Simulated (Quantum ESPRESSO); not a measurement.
## ZnS (F-43m): a worked LO-TO splitting

Aim: work out the LO frequency and the static dielectric constant of ZnS (F-43m) from one linear-response run, then check them.

Method: DFT LDA, scalar-relativistic, plane waves, PseudoDojo norm-conserving pseudopotentials, in Quantum ESPRESSO 7.5.

The database entry behind the starting cell differs from later determinations by our own check (about 0.1 % short), so it need not match the best structure at ambient conditions.

### 1. The relaxed structure

Symmetry: F-43m, No. 216, cubic system. Conventional cell: a = 5.298 Å, b = 5.298 Å, c = 5.298 Å, α = 90.00°, β = 90.00°, γ = 90.00°. Nearest to Zn lie 4 S at 2.29 Å. Nearest to S lie 4 Zn at 2.29 Å. Farther neighbours and most contacts between anions are not listed.

This is the cell after its relaxation at this level of theory, not the database cell from which that began.

### 2. What the response run gave

A linear-response run on the relaxed cell, with the response to an electric field; only its zone-centre results are used. Cutoff 92 Ry, k mesh 8×8×8.

The program printed:

```text
[banners, grids, parts of the stress and lines that vanish by symmetry left out]
Program PHONON v.7.5
     Reading xml data from directory:

[...]
Exchange-correlation= PW
                           (   1   4   0   0   0   0   0)
[...]
kinetic-energy cut-off    =      92.0000  Ry
     charge density cut-off    =     368.0000  Ry
     convergence threshold     =      1.0E-18
[...]
Exchange-correlation= PW
                           (   1   4   0   0   0   0   0)
[...]
q = (   0.0000000   0.0000000   0.0000000 )
     25 Sym.Ops. (with q -> -q+G )
     G cutoff =  467.0898  (  29939 G-vectors)     FFT grid: ( 45, 45, 45)
     number of k points=    29
[...]
Mode symmetry, T_d (-43m)  point group:
[...]
Dielectric constant
[...]
End of electric fields calculation
          Dielectric constant in cartesian axis
          (       6.348391274      -0.000000000       0.000000000 )
          (       0.000000000       6.348391274      -0.000000000 )
          (      -0.000000000      -0.000000000       6.348391274 )
          Effective charges (d Force / dE) in cartesian axis without acoustic sum rule applied (asr)
           atom    1  Zn    Mean Z*:        1.90971
      Ex  (        1.90971        0.00000       -0.00000 )
      Ey  (       -0.00000        1.90971       -0.00000 )
      Ez  (        0.00000       -0.00000        1.90971 )
           atom    2  S     Mean Z*:       -1.92898
      Ex  (       -1.92898        0.00000        0.00000 )
      Ey  (        0.00000       -1.92898        0.00000 )
      Ez  (        0.00000        0.00000       -1.92898 )
          Effective charges Sum: Mean:       -0.01927
[...]
Effective charges (d Force / dE) in cartesian axis with asr applied:
           atom    1  Zn    Mean Z*:        1.91935
[...]
atom    2  S     Mean Z*:       -1.91935
[...]
Representation #   1 modes #   1   2   3
[...]
End of self-consistent calculation
     Convergence has been achieved
     Representation #   2 modes #   4   5   6
[...]
End of self-consistent calculation
     Convergence has been achieved
[...]
Dielectric constant in cartesian axis
          (       6.348391274      -0.000000000       0.000000000 )
          (       0.000000000       6.348391274      -0.000000000 )
          (      -0.000000000      -0.000000000       6.348391274 )
          Effective charges (d Force / dE) in cartesian axis without acoustic sum rule applied (asr)
           atom    1  Zn    Mean Z*:        1.90971
      Ex  (        1.90971        0.00000       -0.00000 )
      Ey  (       -0.00000        1.90971       -0.00000 )
      Ez  (        0.00000       -0.00000        1.90971 )
           atom    2  S     Mean Z*:       -1.92898
      Ex  (       -1.92898        0.00000        0.00000 )
      Ey  (        0.00000       -1.92898        0.00000 )
      Ez  (        0.00000        0.00000       -1.92898 )
          Effective charges Sum: Mean:       -0.01927
[...]
Effective charges (d Force / dE) in cartesian axis with asr applied:
           atom    1  Zn    Mean Z*:        1.91935
[...]
atom    2  S     Mean Z*:       -1.91935
[...]
q = (    0.000000000   0.000000000   0.000000000 )
[...]
freq (    1) =       0.092116 [THz] =       3.072662 [cm-1]
     freq (    2) =       0.092116 [THz] =       3.072662 [cm-1]
     freq (    3) =       0.092116 [THz] =       3.072662 [cm-1]
     freq (    4) =       8.729709 [THz] =     291.191759 [cm-1]
     freq (    5) =       8.729709 [THz] =     291.191759 [cm-1]
     freq (    6) =       8.729709 [THz] =     291.191759 [cm-1]
[...]
Mode symmetry, T_d (-43m)  point group:
     freq (   1-   3) =          3.1  [cm-1]   --> T_2  G_15 P_4   I+R
     freq (   4-   6) =        291.2  [cm-1]   --> T_2  G_15 P_4   I+R

   JOB DONE.
```

```tsv
quantity	value
cell volume Ω (Å³)	37.167
mass of Zn (u)	65.380
mass of S (u)	32.060
Born charge of Zn, raw (e)	1.910
Born charge of S, raw (e)	-1.929
ε∞	6.348
ω(TO) after the sum rule (cm⁻¹)	291.2
```

### 3. The calculation

The charges must sum to zero over the cell; taking off their mean, -0.010 e, leaves Z* = 1.919 e on Zn. In the polar mode Zn moves against S, so the reduced mass is μ = 65.38 × 32.06 / 97.44 = 21.512 u.

A longitudinal wave builds up a field that adds to the restoring force: ω(LO)² = ω(TO)² + 4π Z*² / (μ Ω ε∞), in Hartree atomic units. With μ = 39213 electron masses and Ω = 250.82 bohr³ the second term is 7.4143e-07 Ha², or 35714 cm⁻² (1 Ha = 219474.6 cm⁻¹).

So ω(LO) = √(84792 + 35714) = 347.1 cm⁻¹, and by the Lyddane-Sachs-Teller relation ε₀ = ε∞ (ω(LO)/ω(TO))² = 9.02.

### 4. Check against the program

The analysis program adds the same non-analytic term to the full matrix, here for q along (1 0 0).

The program printed:

```text
[banner, memory and clock lines left out]
Program DYNMAT v.7.5

     Reading Dynamical Matrix from file g.dyn
     ...Force constants read
     ...epsilon and Z* read

     Polarizability (A^3 units)
     multiply by 0.359351 for Clausius-Mossotti correction
        15.818679    0.000000   -0.000000
        -0.000000   15.818679   -0.000000
         0.000000   -0.000000   15.818679

     IR activities are in (D/A)^2/amu units

# mode   [cm-1]    [THz]      IR
    1      0.00    0.0000    0.0000
    2      0.00    0.0000    0.0000
    3      0.00    0.0000    0.0000
    4    291.19    8.7295    3.9510
    5    291.19    8.7295    3.9510
    6    347.13   10.4068    3.9510
```

ε₀ comes from the program's run without a direction of q.

```tsv
quantity	by hand	program
ω(LO) (cm⁻¹)	347.1	347.1
ε₀	9.02	9.02
```

### 5. Results

- TO mode: 291.2 cm⁻¹
- LO mode: 347.1 cm⁻¹
- static dielectric constant: 9.022

In words: The LO mode of ZnS (F-43m) lies at 347 cm⁻¹, 56 cm⁻¹ above the TO mode; the formula meets the program within 0.1 cm⁻¹, as it must for a cubic crystal with one polar mode. ω(LO)² − ω(TO)² goes with Z*²/ε∞: an error of 5 % in ε∞ would move the LO mode by 2.5 cm⁻¹, and semilocal functionals tend to overestimate ε∞. The raw charges miss their sum by 0.019 e, a sign that the k mesh is short for the field response, so ε∞ may be some per cent too high. These are harmonic values at zero temperature, at the volume of this functional, for the structure held cubic; stability elsewhere in the zone is no part of this calculation.

[Host names and launcher messages were left out of these logs when they were recorded.]

[Logs are printed without paths, hosts, clocks, repeated set-up lines and the standing remarks that a program may print on its own settings, such as how far it seeks lower states.]

[Hosts, paths, dates, database ids (printed as entryN), source tags and the programs' standing remarks are cut or masked in the printed files.]
